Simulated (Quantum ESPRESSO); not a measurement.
## LaMnSi2: parallel and opposed starts

Wanted: the moments of LaMnSi2 and the energy of each order that was tried.

Program: Quantum ESPRESSO 7.5. Level of theory: PBEsol; plane waves with GBRV 1.5 PBEsol potentials, no spin-orbit coupling. Results are calculated unless marked as measured.

## 1. The starting structure

It takes space group Cmcm (No. 63, orthorhombic). The conventional cell has a = 4.191 Å, b = 17.680 Å, c = 4.073 Å, α = 90.00°, β = 90.00°, γ = 90.00°. Nearest to La lie 11 Si at 3.11 to 3.73 Å and 4 Mn at 3.28 to 3.30 Å. Nearest to Mn lie 4 Si at 2.33 to 2.42 Å and 4 Mn at 2.92 Å and 4 La at 3.28 to 3.30 Å. Si has 3 Si at 2.46 to 2.58 Å and 6 La at 3.11 to 3.38 Å nearest. Nearest to Si lie 4 Mn at 2.33 to 2.42 Å and 5 Si at 2.46 to 3.74 Å and 5 La at 3.24 to 3.73 Å. Farther neighbours are not listed.

The cell comes from the Crystallography Open Database.

## 2. Start 1: ferro ++

The signs are those of the starting moments on the seeded atoms, the atoms that are given a moment.

pw.in reads:

```
&CONTROL
  calculation = 'scf'
  prefix = 'pwscf'
  outdir = './tmp'
  pseudo_dir = './pseudo'
  disk_io = 'nowf'
/
&SYSTEM
  ibrav = 0
  celldm(1) = 8
  nat = 8
  ntyp = 3
  ecutwfc = 40
  ecutrho = 280
  nbnd = 49
  occupations = 'smearing'
  smearing = 'fd'
  degauss = 0.00734986
  nspin = 2
  starting_magnetization(1) = 0
  starting_magnetization(2) = 0.2333
  starting_magnetization(3) = 0
/
&ELECTRONS
  conv_thr = 1.6d-08
  electron_maxstep = 150
  mixing_beta = 0.3
/
ATOMIC_SPECIES
La    138.9055 la_pbesol_v1.uspp.F.UPF
Mn     54.9380 mn_pbesol_v1.5.uspp.F.UPF
Si     28.0850 si_pbesol_v1.uspp.F.UPF
CELL_PARAMETERS alat
   0.4949901367692   -2.0881473677115    0.0000000000000
   0.4949901367692    2.0881473677115    0.0000000000000
   0.0000000000000    0.0000000000000    0.9621068132001
ATOMIC_POSITIONS crystal
La      0.8948000000    0.1052000000    0.2500000000
La      0.1052000000    0.8948000000    0.7500000000
Mn      0.2522000000    0.7478000000    0.2500000000
Mn      0.7478000000    0.2522000000    0.7500000000
Si      0.5450000000    0.4550000000    0.2500000000
Si      0.4550000000    0.5450000000    0.7500000000
Si      0.6840000000    0.3160000000    0.2500000000
Si      0.3160000000    0.6840000000    0.7500000000
K_POINTS automatic
8 8 8 0 0 0
```

The run is started by

```sh
> OMP_NUM_THREADS=1 mpirun -n 4 pw.x -nk 4 -in pw.in > pw.out
```

The log of the run:

```text
Program PWSCF v.7.5 starts

     Message from routine setup:
     using ibrav=0 with symmetry is DISCOURAGED, use correct ibrav instead

     K-points division:     npool     =       4
     Subspace diagonalization in iterative solution of the eigenvalue problem:

     G-vector sticks info
     --------------------
     sticks:   dense  smooth     PW     G-vecs:    dense   smooth      PW
     Sum        2945    1681    551                80557    34779    6475

     Using Slab Decomposition

     bravais-lattice index     =            0
     lattice parameter (alat)  =       8.0000  a.u.
     unit-cell volume          =    1018.3122 (a.u.)^3
     number of atoms/cell      =            8
     number of atomic types    =            3
     number of electrons       =        68.00
     number of Kohn-Sham states=           49
     kinetic-energy cutoff     =      40.0000  Ry
     charge density cutoff     =     280.0000  Ry
     scf convergence threshold =      1.6E-08
     mixing beta               =       0.3000
     number of iterations used =            8  plain     mixing
     Exchange-correlation= SLA  PW   PSX  PSC
                           (   1   4  10   8   0   0   0)

     celldm(1)=   8.000000  celldm(2)=   0.000000  celldm(3)=   0.000000
     celldm(4)=   0.000000  celldm(5)=   0.000000  celldm(6)=   0.000000

     crystal axes: (cart. coord. in units of alat)
               a(1) = (   0.494990  -2.088147   0.000000 )
               a(2) = (   0.494990   2.088147   0.000000 )
               a(3) = (   0.000000   0.000000   0.962107 )

     reciprocal axes: (cart. coord. in units 2 pi/alat)
               b(1) = (  1.010121 -0.239447  0.000000 )
               b(2) = (  1.010121  0.239447 -0.000000 )
               b(3) = ( -0.000000  0.000000  1.039386 )

     PseudoPot. # 1 for La read from file:
     la_pbesol_v1.uspp.F.UPF
     Pseudo is Ultrasoft + core correction, Zval = 11.0
     Generated by new atomic code, or converted to UPF format
     Using radial grid of  995 points,  8 beta functions with:
                l(1) =   0
                l(2) =   0
                l(3) =   1
                l(4) =   1
                l(5) =   2
                l(6) =   2
                l(7) =   3
                l(8) =   3
     Q(r) pseudized with  8 coefficients,  rinner =    1.700   1.700   1.700
                                                       1.700   1.700   1.700
                                                       1.700

     PseudoPot. # 2 for Mn read from file:
     mn_pbesol_v1.5.uspp.F.UPF
     Pseudo is Ultrasoft + core correction, Zval = 15.0
     Generated by new atomic code, or converted to UPF format
     Using radial grid of  859 points,  6 beta functions with:
                l(1) =   0
                l(2) =   0
                l(3) =   1
                l(4) =   1
                l(5) =   2
                l(6) =   2
     Q(r) pseudized with  8 coefficients,  rinner =    0.950   0.950   0.950
                                                       0.950   0.950

     PseudoPot. # 3 for Si read from file:
     si_pbesol_v1.uspp.F.UPF
     Pseudo is Ultrasoft + core correction, Zval =  4.0
     Generated by new atomic code, or converted to UPF format
     Using radial grid of  899 points,  6 beta functions with:
                l(1) =   0
                l(2) =   0
                l(3) =   1
                l(4) =   1
                l(5) =   2
                l(6) =   2
     Q(r) pseudized with  8 coefficients,  rinner =    0.900   0.900   0.900
                                                       0.900   0.900

     atomic species   valence    mass     pseudopotential
     La               11.00   138.90550     La( 1.00)
     Mn               15.00    54.93800     Mn( 1.00)
     Si                4.00    28.08500     Si( 1.00)

     Starting magnetic structure
     atomic species   magnetization
     La              0.000
     Mn              0.233
     Si              0.000

      8 Sym. Ops., with inversion, found ( 4 have fractional translation)

   Cartesian axes

     site n.     atom                  positions (alat units)
         1        La     tau(   1) = (   0.4949901  -1.6488012   0.2405267  )
         2        La     tau(   2) = (   0.4949901   1.6488012   0.7215801  )
         3        Mn     tau(   3) = (   0.4949901   1.0348858   0.2405267  )
         4        Mn     tau(   4) = (   0.4949901  -1.0348858   0.7215801  )
         5        Si     tau(   5) = (   0.4949901  -0.1879333   0.2405267  )
         6        Si     tau(   6) = (   0.4949901   0.1879333   0.7215801  )
         7        Si     tau(   7) = (   0.4949901  -0.7684382   0.2405267  )
         8        Si     tau(   8) = (   0.4949901   0.7684382   0.7215801  )

     number of k points=   105  Fermi-Dirac smearing, width (Ry)=  0.0073

     Number of k-points >= 100: set verbosity='high' to print them.

     Dense  grid:    80557 G-vectors     FFT dimensions: (  96,  96,  48)

     Smooth grid:    34779 G-vectors     FFT dimensions: (  72,  72,  32)

     Check: negative core charge=   -0.000017
     Generating pointlists ...
     new r_m :   0.3030 (alat units)  2.4242 (a.u.) for type    1
     new r_m :   0.2268 (alat units)  1.8147 (a.u.) for type    2
     new r_m :   0.2268 (alat units)  1.8147 (a.u.) for type    3

     Initial potential from superposition of free atoms

     starting charge      66.9385, renormalised to      68.0000

     negative rho (up, down):  7.687E-02 7.694E-02
     Starting wfcs are   82 randomized atomic wfcs

     Self-consistent Calculation

     iteration #  1     ecut=    40.00 Ry     beta= 0.30
     Davidson diagonalization with overlap
     ethr =  1.00E-02,  avg # of iterations =  2.1

     negative rho (up, down):  7.204E-02 7.137E-02

     total energy              =    -664.30136769 Ry
     estimated scf accuracy    <       2.61603442 Ry

     total magnetization       =     4.54 Bohr mag/cell
     absolute magnetization    =     5.19 Bohr mag/cell

     iteration #  2     ecut=    40.00 Ry     beta= 0.30
     Davidson diagonalization with overlap
     ethr =  3.85E-03,  avg # of iterations =  4.8

     negative rho (up, down):  6.505E-02 6.428E-02

     total energy              =    -663.39470003 Ry
     estimated scf accuracy    <      24.19673980 Ry

     total magnetization       =     3.78 Bohr mag/cell
     absolute magnetization    =     4.21 Bohr mag/cell

     iteration #  3     ecut=    40.00 Ry     beta= 0.30
     Davidson diagonalization with overlap
     ethr =  3.85E-03,  avg # of iterations =  4.1

     negative rho (up, down):  6.195E-02 6.122E-02

     total energy              =    -665.05320142 Ry
     estimated scf accuracy    <       1.07131791 Ry

     total magnetization       =     4.24 Bohr mag/cell
     absolute magnetization    =     5.10 Bohr mag/cell

     [... further iterations left out ...]

     iteration # 16     ecut=    40.00 Ry     beta= 0.30
     Davidson diagonalization with overlap
     ethr =  8.40E-10,  avg # of iterations =  4.8

     negative rho (up, down):  5.712E-02 5.524E-02

     total energy              =    -665.13199232 Ry
     estimated scf accuracy    <       0.00000042 Ry

     total magnetization       =     3.39 Bohr mag/cell
     absolute magnetization    =     4.05 Bohr mag/cell

     iteration # 17     ecut=    40.00 Ry     beta= 0.30
     Davidson diagonalization with overlap
     ethr =  6.21E-10,  avg # of iterations =  1.7

     negative rho (up, down):  5.712E-02 5.523E-02

     total energy              =    -665.13199237 Ry
     estimated scf accuracy    <       0.00000004 Ry

     total magnetization       =     3.39 Bohr mag/cell
     absolute magnetization    =     4.05 Bohr mag/cell

     iteration # 18     ecut=    40.00 Ry     beta= 0.30
     Davidson diagonalization with overlap
     ethr =  5.20E-11,  avg # of iterations =  5.6

     negative rho (up, down):  5.712E-02 5.524E-02

     total energy              =    -665.13199241 Ry
     estimated scf accuracy    <       0.00000003 Ry

     total magnetization       =     3.39 Bohr mag/cell
     absolute magnetization    =     4.05 Bohr mag/cell

     iteration # 19     ecut=    40.00 Ry     beta= 0.30
     Davidson diagonalization with overlap
     ethr =  4.47E-11,  avg # of iterations =  3.3

     negative rho (up, down):  5.712E-02 5.524E-02

     Magnetic moment per site  (integrated on atomic sphere of radius R)
     atom   1 (R=0.303)  charge=  8.3204  magn= -0.0132
     atom   2 (R=0.303)  charge=  8.3204  magn= -0.0132
     atom   3 (R=0.227)  charge= 12.9598  magn=  1.6975
     atom   4 (R=0.227)  charge= 12.9598  magn=  1.6975
     atom   5 (R=0.227)  charge=  1.6964  magn= -0.0065
     atom   6 (R=0.227)  charge=  1.6964  magn= -0.0065
     atom   7 (R=0.227)  charge=  1.8019  magn= -0.0620
     atom   8 (R=0.227)  charge=  1.8019  magn= -0.0620

     End of self-consistent calculation

     Number of k-points >= 100: set verbosity='high' to print the bands.

     the Fermi energy is    11.9047 ev

!    total energy              =    -665.13199242 Ry
     estimated scf accuracy    <          9.6E-10 Ry
     smearing contrib. (-TS)   =      -0.01064884 Ry
     internal energy E=F+TS    =    -665.12134358 Ry

     The total energy is F=E-TS. E is the sum of the following terms:
     one-electron contribution =    -423.17087383 Ry
     hartree contribution      =     242.84113762 Ry
     xc contribution           =    -167.66246782 Ry
     ewald contribution        =    -317.12913956 Ry

     total magnetization       =     3.39 Bohr mag/cell
     absolute magnetization    =     4.05 Bohr mag/cell

     convergence has been achieved in  19 iterations

=------------------------------------------------------------------------------=
   JOB DONE.
=------------------------------------------------------------------------------=
```

Run time: 12 min. Hardware: 4 MPI ranks of Arm Neoverse V2, shared host; peak memory 1.9 GiB; 50 min of CPU time.

Spin moment in the atom's sphere by atom:

| atom | spin moment in the atom's sphere (μB) |
| --- | --- |
| La1 | -0.01 |
| La2 | -0.01 |
| Mn3 | 1.70 |
| Mn4 | 1.70 |
| Si5 | -0.01 |
| Si6 | -0.01 |
| Si7 | -0.06 |
| Si8 | -0.06 |

This step gave:

```
smearing term TS       : 0.1449 eV
magnetization          : 3.387 μB
absolute magnetization : 4.055 μB
final state            : ferromagnetic
```

(Part 1 of 2 ends here.)

[Logs and program files are shortened in this print: banners, set-up blocks, solver, clock and traceback lines can be left out without a mark of their own.]

[Logs are printed without paths, hosts, clocks, repeated set-up lines and the standing remarks that a program may print on its own settings, such as how far it seeks lower states.]

[Hosts, paths, dates, database ids (printed as entryN), source tags and the programs' standing remarks are cut or masked in the printed files.]

[Where a cell is said to come from a database of computed structures, the database is the Materials Project.]
